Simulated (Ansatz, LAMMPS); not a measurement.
# Localised basis functions on free surface of ionic liquid triethylsulfonium formate with water at 260 K (81 atoms)

Wanted: errors and times of a linear-scaling basis for free surface of ionic liquid triethylsulfonium formate with water at 260 K (81 atoms). A setting counts as converged where the r.m.s. difference of forces stays under 1 % of the r.m.s. force.

Main program and level: Ansatz 0.2.0; Kohn-Sham DFT, PBE+D3(BJ), PAW (set soft_2), plane waves.

## Step 1: Set-up

The cell holds 81 atoms: 21 C, 3 S, 50 H and 7 O. Cell: a = 8.391 Å, b = 8.391 Å, c = 21.104 Å, α = 90.0°, β = 90.0°, γ = 90.0°. 3 triethylsulfonium, 3 formate, 1 H2O placed at random, at 1.08 g/cm³, as a film with 10 Å of vacuum; overlaps pushed apart, then 10 ps at 340 K with MMFF94 bonds, angles, torsions, charges and radii (Halgren, J. Comput. Chem. 17, 490 (1996)) in harmonic and 12-6 forms; SPC/E water (Berendsen, Grigera and Straatsma, J. Phys. Chem. 91, 6269 (1987)); charges of ions scaled by 0.8. Snapshot after 30 ps at 260 K and fixed volume. Vacuum lies along c.

Limits known from the start: The network of contacts between molecules at the start is that of the classical potential that made the cell, and needn't be the one that DFT or experiment would give. Beside vacuum, support functions can miss their usual error bounds without a warning. Only the Γ point is sampled, in a cell whose shortest periodic width is 8 Å.

## Step 2: Making the structure

A classical potential supplies the starting structure, since it reaches far longer times than DFT.

This step: classical MD, MMFF94 bonds, angles, torsions, charges and radii (Halgren, J. Comput. Chem. 17, 490 (1996)) in harmonic and 12-6 forms; SPC/E water (Berendsen, Grigera and Straatsma, J. Phys. Chem. 91, 6269 (1987)); charges of ions scaled by 0.8 (LAMMPS 22 Jul 2025 - Update 4).

File in.lmp:

```
# free surface of ionic liquid triethylsulfonium formate with water
units real
atom_style full
boundary p p p
bond_style harmonic
angle_style harmonic
dihedral_style opls
improper_style harmonic
special_bonds lj 0 0 0.5 coul 0 0 0.75
read_data data.lmp
neigh_modify delay 0 every 1 check yes one 4000
comm_modify cutoff 12.0
timestep 0.5
thermo_style custom step time temp pe press density
thermo_modify norm yes
# push overlapping molecules apart
pair_style soft 2.6
pair_coeff * * 0.0
variable a equal ramp(1,60)
fix ad all adapt 1 pair soft a * * v_a
velocity all create 340 229674 mom yes dist gaussian
fix lim all nve/limit 0.03
fix lan all langevin 340 340 50 229675 zero yes
thermo 1000
run 3000 post no
unfix ad
pair_style lj/cut/coul/long 7.6
pair_modify mix arithmetic
pair_coeff 1 1 0.0678 3.3680   # C
pair_coeff 2 2 0.2681 3.6400   # S
pair_coeff 3 3 0.0216 2.5400   # H
pair_coeff 4 4 0.0763 3.0960   # O
pair_coeff 5 5 0.0678 3.4070   # C
pair_coeff 6 6 0.1553 3.1660   # O
# [... 20 lines left out ...]
compute msd all msd com yes
thermo 7500
fix md all nvt temp 260 260 100
run 30000 post no
print "== T260: mean square displacement over the hold $(c_msd[4]:%.2f) A^2"
unfix md
uncompute msd
write_dump all custom T260.dump id type xs ys zs modify sort id
```

On the command line:

```sh
> lmp -in in.lmp -log none -nocite
```

The program printed:

```text
LAMMPS (22 Jul 2025 - Update 4)
Reading data file ...
  orthogonal box = (0 0 0) to (8.39065 8.39065 21.10407)
  81 atoms
  orthogonal box = (0 0 0) to (8.39065 8.39065 21.10407)
  74 bonds
  127 angles
  135 dihedrals
  3 impropers
WARNING: Bond/angle/dihedral extent > half of periodic box length
   Step          Time           Temp          PotEng         Press         Density
         0   0              340            0.14960813     2545.3904      0.57088143
      1000   500            349.70644      1.0064297      5757.6101      0.57088143
      2000   1000           365.34017      1.1688046      3429.2438      0.57088143
[... 47 lines left out ...]
WARNING: Bond/angle/dihedral extent > half of periodic box length
   Step          Time           Temp          PotEng         Press         Density
[... 2 lines left out ...]
     30000   29000          280.63057     -1.3126019     -646.93625      0.57088143
     37500   36500          231.64153     -1.2965534      3686.9144      0.57088143
     45000   44000          249.6714      -1.3413077     -977.03296      0.57088143
     47000   46000          255.77701     -1.3043983     -243.49278      0.57088143
WARNING: Bond/angle/dihedral extent > half of periodic box length
Loop time of 4.83371 s on 1 MPI rank(s) for 30000 steps with 81 atoms
== T260: mean square displacement over the hold 27.45 A^2
```

Run time: 7.8 s. Hardware: 1 thread of Arm Neoverse V2, shared host; peak memory 0.12 GiB.

The input also reads data.lmp (atoms, bonds and types; not printed here).

## Step 3: Plane-wave single point

The first run fixes the reference, at a cutoff of 420 eV.

File input.yaml:

```yaml
crystal:
  lattice:
    - [8.39065, 0.0, 0.0]
    - [0.0, 8.39065, 0.0]
    - [0.0, 0.0, 21.10407]
  atoms:
    - { symbol: C, position: [0.17091, 0.86539, 0.5269] }
    - { symbol: C, position: [0.0243, 0.8116, 0.49962] }
    - { symbol: S, position: [0.90165, 0.68276, 0.55077] }
    - { symbol: C, position: [0.74122, 0.65703, 0.49848] }
    - { symbol: C, position: [0.63009, 0.79872, 0.49173] }
    - { symbol: C, position: [0.00659, 0.50355, 0.5314] }
    - { symbol: C, position: [0.10334, 0.44642, 0.5896] }
    - { symbol: H, position: [0.25771, 0.77194, 0.51831] }
    - { symbol: H, position: [0.22074, 0.96794, 0.50227] }
    - { symbol: H, position: [0.15758, 0.89035, 0.57831] }
    - { symbol: H, position: [0.94983, 0.9113, 0.48871] }
    - { symbol: H, position: [0.0452, 0.75185, 0.45519] }
    - { symbol: H, position: [0.67699, 0.55266, 0.50783] }
    - { symbol: H, position: [0.79389, 0.63486, 0.45414] }
    - { symbol: H, position: [0.56346, 0.81604, 0.53754] }
    - { symbol: H, position: [0.54477, 0.76485, 0.45458] }
    - { symbol: H, position: [0.68859, 0.90564, 0.47573] }
    - { symbol: H, position: [0.91192, 0.41024, 0.51992] }
    - { symbol: H, position: [0.08232, 0.51559, 0.48956] }
    - { symbol: H, position: [0.01632, 0.40661, 0.62734] }
    - { symbol: H, position: [0.1727, 0.5439, 0.60967] }
    - { symbol: H, position: [0.18337, 0.33465, 0.58243] }
    - { symbol: C, position: [0.42596, 0.99631, 0.25518] }
    - { symbol: C, position: [0.49972, 0.86166, 0.2921] }
    - { symbol: S, position: [0.39599, 0.68435, 0.26643] }
    - { symbol: C, position: [0.23175, 0.70634, 0.32301] }
    - { symbol: C, position: [0.11674, 0.56545, 0.31975] }
    - { symbol: C, position: [0.51012, 0.55252, 0.31851] }
    - { symbol: C, position: [0.6594, 0.49698, 0.27946] }
    - { symbol: H, position: [0.45644, 0.97428, 0.20572] }
    - { symbol: H, position: [0.48022, 0.11196, 0.27354] }
    - { symbol: H, position: [0.30128, 0.00229, 0.26189] }
    - { symbol: H, position: [0.48411, 0.88459, 0.34501] }
    - { symbol: H, position: [0.62385, 0.83848, 0.2768] }
    - { symbol: H, position: [0.27156, 0.71891, 0.3727] }
    - { symbol: H, position: [0.15912, 0.80264, 0.30814] }
    - { symbol: H, position: [0.17588, 0.44798, 0.32446] }
    - { symbol: H, position: [0.02069, 0.57822, 0.35354] }
    - { symbol: H, position: [0.06874, 0.55675, 0.27159] }
    - { symbol: H, position: [0.53981, 0.61428, 0.3655] }
    - { symbol: H, position: [0.44101, 0.44577, 0.33088] }
    - { symbol: H, position: [0.72953, 0.59279, 0.26294] }
    - { symbol: H, position: [0.7417, 0.42423, 0.31082] }
    - { symbol: H, position: [0.61299, 0.44444, 0.23436] }
    - { symbol: C, position: [0.7917, 0.04963, 0.77196] }
    - { symbol: C, position: [0.78906, 0.89586, 0.73622] }
    - { symbol: S, position: [0.672, 0.75065, 0.77796] }
    - { symbol: C, position: [0.48411, 0.82603, 0.741] }
    - { symbol: C, position: [0.34725, 0.72222, 0.75523] }
    - { symbol: C, position: [0.69265, 0.59086, 0.72263] }
    - { symbol: C, position: [0.84814, 0.5108, 0.72983] }
    - { symbol: H, position: [0.67208, 0.0911, 0.77823] }
    - { symbol: H, position: [0.86304, 0.13433, 0.74628] }
    - { symbol: H, position: [0.83923, 0.02951, 0.82037] }
    - { symbol: H, position: [0.74822, 0.90883, 0.68492] }
    - { symbol: H, position: [0.9122, 0.84544, 0.73167] }
    - { symbol: H, position: [0.4594, 0.94895, 0.75987] }
    - { symbol: H, position: [0.49691, 0.82063, 0.68738] }
    - { symbol: H, position: [0.22995, 0.78263, 0.74134] }
    - { symbol: H, position: [0.35635, 0.61974, 0.7265] }
    - { symbol: H, position: [0.34332, 0.67637, 0.80414] }
    - { symbol: H, position: [0.67767, 0.64733, 0.67588] }
    - { symbol: H, position: [0.60096, 0.49696, 0.73227] }
    - { symbol: H, position: [0.85714, 0.45815, 0.7776] }
    - { symbol: H, position: [0.94803, 0.57948, 0.71628] }
    - { symbol: H, position: [0.82718, 0.40889, 0.69887] }
    - { symbol: O, position: [0.0202, 0.00013, 0.38025] }
    - { symbol: C, position: [0.87608, 0.95045, 0.37009] }
    - { symbol: O, position: [0.82111, 0.81084, 0.36983] }
    - { symbol: H, position: [0.77966, 0.03909, 0.36835] }
    - { symbol: O, position: [0.17599, 0.13381, 0.73375] }
    - { symbol: C, position: [0.27609, 0.24685, 0.72825] }
    - { symbol: O, position: [0.42362, 0.2438, 0.71964] }
    - { symbol: H, position: [0.22345, 0.3844, 0.73938] }
    - { symbol: O, position: [0.43617, 0.28007, 0.5171] }
    - { symbol: C, position: [0.4399, 0.34826, 0.46525] }
    - { symbol: O, position: [0.41047, 0.49215, 0.45516] }
    - { symbol: H, position: [0.45324, 0.27128, 0.4212] }
    - { symbol: O, position: [0.44002, 0.09296, 0.61852] }
    - { symbol: H, position: [0.45866, 0.15169, 0.65908] }
    - { symbol: H, position: [0.45888, 0.16627, 0.58192] }
kpoints:
  mp_grid: { grid: [1, 1, 1] }
hamiltonian:
  xc: pbe
  dispersion: d3bj
scf:
  occupations: { method: fermi_dirac, width: 0.05 }
output:
  forces: true
  populations: true
  dos:
    method: { smearing: { sigma: 0.1 } }
    de: 0.1
    projected: { site_lists: { C: [C], H: [H], O: [O], S: [S] } }
  eigenvalues: true
  write_density: true
  write_potential: true
  volumetric_format: npy
  elf: true
```

On the command line:

```sh
> ansatz run input.yaml --threads 4 --pin off --max-ram 8192MiB --backend cpu --events-out ev --progress --plain --runs-dir out
```

The program printed:

```text
Engine: ansatz 0.2.0, aarch64-unknown-linux-gnu
Pseudopotentials: kind: paw
Pseudopotential: C, paw, valence charge 4, recommended cutoff 420 eV (normal), C.paw.azcp
Pseudopotential: S, paw, valence charge 6, recommended cutoff 420 eV (normal), S.paw.azcp
Pseudopotential: H, paw, valence charge 1, recommended cutoff 420 eV (normal), H.paw.azcp
Pseudopotential: O, paw, valence charge 6, recommended cutoff 420 eV (normal), O.paw.azcp
Functional definition: PBE
  parameter kappa = 0.804
  parameter beta = 0.066725
  exchange = pbe_x(kappa = kappa, mu = beta*pi^2/3)
  correlation = pbe_c(beta = beta)
Crystal: 81 atoms, lattice volume = 1485.790 Å³
Basis set: ecut = 420 eV, 28931 PW (Γ), exchange–correlation on 120×120×288 points (8 copies of the dense FFT grid, shifted against one another)
Bands: 178, of which v1, the nominal top of the filled ones, is band 97 counted from 1 (96 counted from 0)
Symmetry: 1 space group operations
Space group: P1 (ITA 1), of the structure as read, at distance tolerance 1.1e-4 Å
k-points: 1
Non-local potential: C, projectors of the file, l = 0: 2, l = 1: 2, l = 2: 1
Non-local potential: S, projectors of the file, l = 0: 2, l = 1: 2, l = 2: 2
Non-local potential: H, projectors of the file, l = 0: 2, l = 1: 1
Non-local potential: O, projectors of the file, l = 0: 2, l = 1: 2, l = 2: 1
PAW form: soft (Blöchl's): semilocal exchange-correlation on the pseudo side does not see the compensation charge
PAW one-centre angular grid: C, 110 points (default); XC on 64 Gauss nodes
PAW one-centre angular grid: S, 110 points (default); XC on 64 Gauss nodes
PAW one-centre angular grid: H, 110 points (default); XC on 64 Gauss nodes
PAW one-centre angular grid: O, 110 points (default); XC on 64 Gauss nodes
Initial density: superposition of atomic densities (neutral atoms: chi_scale 0, normalization atom), corrected by the library's trained network
Initial wavefunctions: pseudopotential atomic-orbital guess
Functional: x = pbe(κ = 0.804, μ = 0.219515), c = pbe(β = 0.066725)
SCF iter   1: F=—  HF=-12747.524407 eV  |F-HF|=—  |Δ(HF+E_count)|=         —  Δρ=5.29e-3  dr2=1.29e0  ethr=1.77e-3  ⟨swp⟩=5.0  Hψ=770  notcnv=0  defer=60
preconditioner: auto → Resta (q_TF=auto, 1.943 Å⁻¹)  ε∞=1.9  [insulator: Δε(μ)=3.262 eV  Ē_g=13.751 eV  σ=0.050 eV  W_gap=1.00  n_scr=200 (ndim 8)  ℏωp=13.1 eV  f_vac=0.494  D(μ)=0.00/eV (n_scr^D=0)  ε∞_Penn≈1.9  vacuum switching on, ρ_ref=1.4e-2 e/Å³]
SCF iter   2: F=—  HF=-12747.098383 eV  |F-HF|=—  |Δ(HF+E_count)|=   4.26e-1  Δρ=3.50e-3  dr2=2.00e-1  ethr=6.64e-4  ⟨swp⟩=2.0  Hψ=302  notcnv=0  defer=73
SCF iter   3: F=—  HF=-12747.052820 eV  |F-HF|=—  |Δ(HF+E_count)|=   4.56e-2  Δρ=1.82e-3  dr2=6.44e-2  ethr=1.03e-4  ⟨swp⟩=2.0  Hψ=309  notcnv=0  defer=73
SCF iter   4: F=—  HF=-12747.043278 eV  |F-HF|=—  |Δ(HF+E_count)|=   9.54e-3  Δρ=1.19e-3  dr2=2.08e-2  ethr=3.32e-5  ⟨swp⟩=3.0  Hψ=209  notcnv=0  defer=73
SCF iter   5: F=—  HF=-12747.040321 eV  |F-HF|=—  |Δ(HF+E_count)|=   2.96e-3  Δρ=3.60e-4  dr2=1.52e-3  ethr=1.07e-5  ⟨swp⟩=3.0  Hψ=306  notcnv=0  defer=73
SCF iter   6: F=—  HF=-12747.040310 eV  |F-HF|=—  |Δ(HF+E_count)|=   1.11e-5  Δρ=1.20e-4  dr2=1.47e-4  ethr=7.82e-7  ⟨swp⟩=3.0  Hψ=203  notcnv=0  defer=73
SCF iter   7: F=—  HF=-12747.040381 eV  |F-HF|=—  |Δ(HF+E_count)|=   7.15e-5  Δρ=4.99e-5  dr2=3.07e-5  ethr=7.60e-8  ⟨swp⟩=2.0  Hψ=201  notcnv=0  defer=73
SCF iter   8: F=—  HF=-12747.040821 eV  |F-HF|=—  |Δ(HF+E_count)|=   4.40e-4  Δρ=1.83e-5  dr2=3.57e-6  ethr=1.58e-8  ⟨swp⟩=2.0  Hψ=202  notcnv=0  defer=73
SCF iter   9: F=—  HF=-12747.040822 eV  |F-HF|=—  |Δ(HF+E_count)|=   1.42e-6  Δρ=6.11e-6  dr2=3.45e-7  ethr=1.84e-9  ⟨swp⟩=2.0  Hψ=202  notcnv=0  defer=73
SCF iter  10: F=-12747.040823 eV  HF=-12747.040823 eV  |F-HF|=2.27e-8  |Δ(HF+E_count)|=   2.69e-7  Δρ=1.88e-6  dr2=3.49e-8  ethr=5.15e-11  ⟨swp⟩=25.0  Hψ=1793  notcnv=0
SCF 1 converged in 10 iterations: F = -12747.040823 eV  dr2 = 3.49e-8
  greatest PAW one-centre occupation: 0.873 electrons in one spin orbital (limit 2), on the O atom at site 74 (counted from 0), in its partial waves of l = 0
WARN: The output density's exchange-correlation potential varies sharply where the density is thin. Do not read a vacuum level from v_tot or v_xc, or from such a field of the output density. On a cell that repeats whose density bears no net charge and no dipole along the vacuum's axis use v_es (v_loc + v_h of the components); [...]
SCF converged after 10 iterations
Free energy (F): -12747.040823 eV
Harris-Foulkes:  -12747.040823 eV  (|F-HF|=2.27e-8)
Internal energy: -12747.040823 eV  (E = F + TS)
E sigma→0 (E₀):  -12747.040823 eV
Fermi energy:    -0.424878 eV
--- Per-component energies (eV) ---
  E_band       = -1802.495693
  E_kinetic    = 4148.002326
  E_local      = -39566.885353  (includes V_loc(G=0)·N_el)
  E_nonlocal   = 1077.549740
  E_hartree    = 17863.805991
  E_xc         = -2262.721632
  E_vxc        = -2744.083050  (∫ρ·V_xc dr)
  E_paw        = -5023.344639  (= ΣΔE_a)
  E_vpaw       = -444.643344  (= ΣTr[D̂ρ^β])
  E_aug_tail   = -0.050084  (compensation charges beyond the density's cutoff)
  E_ewald      = 11020.009607
  E_disp       = -3.406779  (pairwise vdW)
  E_smearing   = -0.000000  (= −TS)
  E_closure    = -0.000000  (closes the sum)
  Σ components = -12747.040823   (vs F -12747.040823, Δ=0.00e0)
--- Forces (eV/Å), atoms counted from 1 ---
  atom   1  C      1.99071221    -0.01110800     1.64321701
  atom   2  C     -1.81940628     0.40160237    -0.55117519
  atom   3  S      1.02956395     0.16098207    -0.66713517
  atom   4  C     -0.80902671     1.60981409    -0.56656400
  atom   5  C     -0.86340991    -0.58038327     1.15319998
  atom   6  C      0.01193847    -2.76334305     0.90064483
  atom   7  C     -0.43536602    -1.73486938     0.54584136
  atom   8  H      0.66653595    -0.34517571     0.56005669
  atom   9  H     -0.22170465     0.45094129     0.01487135
  atom  10  H      0.50776447     0.20900088    -0.41008652
  atom  11  H     -0.84984678     0.62119874    -0.11687079
  atom  12  H     -0.42897909    -0.55342070    -0.45279032
  atom  13  H     -0.99683224    -1.49290325     1.03270179
  atom  14  H      0.91400932    -0.13148249    -1.57498073
[...]
atom  80  H     -0.25885520    -0.15793027    -0.66256691
  atom  81  H     -0.21389932    -0.48107716     0.69437273
  max |Σ_I F_I| component: 4.78e-5 eV/Å
--- Band table (eV) ---
  k-point 0: bands = ["-21.9264", "-21.8737", "-21.7134", "-20.0363", [... 162 levels ...], "6.7787", "6.8277", "6.8560", "6.9253", "6.9627", "6.9900", "7.0575", "7.1217", "7.2212", "7.2315", "7.2809", "7.3527"]
--- Löwdin populations: 81 sites ---
  site symbol       q [e]
     0      C      4.4589
     1      C      4.3183
     2      S      5.2104
[...]
80      H      0.6190
  spilling = 0.014722 (of n_electrons = 194.000000)
```

The job ended after 8.4 s (4 threads of Arm Neoverse V2, shared host; peak memory 1.2 GiB; 31 s of CPU time).

The program notes that the exchange-correlation potential is rough where the density is thin.

Read from the output:

| Item | Value |
| --- | --- |
| free energy | -12747.0408 eV |
| free energy per atom | -157.3709 eV/atom |
| SCF cycles | 10 |
| r.m.s. force component | 0.8283 eV/Å |
| longest force | 3.012 eV/Å |
| Fermi energy | -0.4249 eV |
| gap (highest filled to lowest empty level) | 2.114 eV |
| spilling of the projection | 0.01472 |

The r.m.s. force component of 0.83 eV/Å sets the scale for the differences below.

## Step 4: Support functions medium

The cell is solved in localised support functions. Besides, the program derives a nominal cutoff of 464 eV for this run, against the reference's 420.

This step: Kohn-Sham DFT, PBE+D3(BJ), PAW (set soft_2), localised support functions (medium) (Ansatz 0.2.0).

input.yaml, the sections that differ from step 3:

```yaml
scf:
  occupations: { method: fermi_dirac, width: 0.05 }
  eigensolver: { kind: { support_functions: { accuracy: medium } } }
  mixing: { beta: 0.2 }
  max_iter: 150
output:
  forces: true
  eigenvalues: true
# crystal, kpoints, hamiltonian: as in step 3
```

The program printed:

```text
Warning: scf.eigensolver.kind.support_functions: disabling space-group detection — the functions' gradient is summed over unrotated k-points, so no spatial operation reduces the k-mesh or symmetrises the density; time reversal is kept, so that k and −k are solved as one point where they differ and the mesh holds both, and exact exchange and, on two spinor components, a DFT+U term hold to it where the run has them: [...]
Warning: basis.ecutwfc = 464 eV, auto-derived: no grid that the accuracy of the support functions lays serves the files at the lower one that their records recommend; a deck with other species or settings can derive another value
settings of this run that can trade accuracy for cost: scf.eigensolver.kind.support_functions [...]
[...]
Crystal: 81 atoms, lattice volume = 1485.790 Å³
Basis set: ecut = 464 eV, 33763 PW (Γ), exchange–correlation on 120×120×300 points (8 copies of the dense FFT grid, shifted against one another)
Bands: 117, of which v1, the nominal top of the filled ones, is band 97 counted from 1 (96 counted from 0)
Symmetry: 1 space group operations
k-points: 1
[...]
SCF iter   1: F=—  HF=-12778.222387 eV  |F-HF|=—  |Δ(HF+E_count)|=         —  Δρ=8.59e-2  dr2=1.33e2  ethr=1.00e-1
[...]
SCF iter  18: F=—  HF=-12747.339208 eV  |F-HF|=—  |Δ(HF+E_count)|=   5.97e-7  Δρ=1.09e-5  dr2=1.78e-6  ethr=1.07e-9  κ⁻¹=2.7e-5(r=7)
SCF iter  19: F=-12747.339208 eV  HF=-12747.339208 eV  |F-HF|=4.63e-8  |Δ(HF+E_count)|=   7.13e-8  Δρ=3.56e-6  dr2=1.55e-7  ethr=9.18e-10
SCF 1 converged in 19 iterations: F = -12747.339845 eV  dr2 = 1.55e-7
[...]
SCF converged after 19 iterations
Stability not checked: this state was not tested for a lower state beside it, because the mixer in use, unlike msr1, does not test its closes by its own steps (another_mixer; see scf.mixing.algorithm and scf.lower_state_search)
Free energy (F): -12747.339845 eV
[...]
Internal energy: -12747.339845 eV  (E = F + TS)
E sigma→0 (E₀):  -12747.339845 eV
Fermi energy:    -0.425327 eV
[...]
Σ components = -12747.339845   (vs F -12747.339845, Δ=0.00e0)
--- Forces (eV/Å), atoms counted from 1 ---
  atom   1  C      1.99955129    -0.00836339     1.64635134
  atom   2  C     -1.82416517     0.40371249    -0.56234738
  atom   3  S      1.02931375     0.16057690    -0.66844264
  atom   4  C     -0.80720165     1.59743260    -0.57262519
[...]
atom  81  H     -0.21803747    -0.49234536     0.70969127
  max |Σ_I F_I| component: 1.27e-3 eV/Å
--- Band table (eV) ---
[...]
```

Run time: 75 s. Hardware: 4 threads; peak memory 3.1 GiB.

The program notes that the band table was not solved further than the SCF left it and it switched symmetry off.

Keys that differ from the reference: support_functions.accuracy = "medium", scf.max_iter = 150 and scf.mixing.beta = 0.2.

Forces differ from the reference by 6.1 meV/Å r.m.s., 0.73 % of their size, within a tolerance of 1 %; the energy by -3.7 meV/atom. It took roughly 9.0 times the reference's time (one timing each, with unlike analyses asked), in 19 cycles against 10.

(Continued in part 2 of 4.)

[Long decimals in the printed logs are rounded to 6 places.]

[Logs are printed without paths, hosts, clocks, repeated set-up lines and the standing remarks that a program may print on its own settings, such as how far it seeks lower states.]

[Hosts, paths, dates, database ids (printed as entryN), source tags and the programs' standing remarks are cut or masked in the printed files.]

[The MMFF94 radii named for the starting cell were scaled by 0.96; in molecules described by MMFF94, hydrogen bound to N, O or S took a small fixed 12-6 site in their place.]
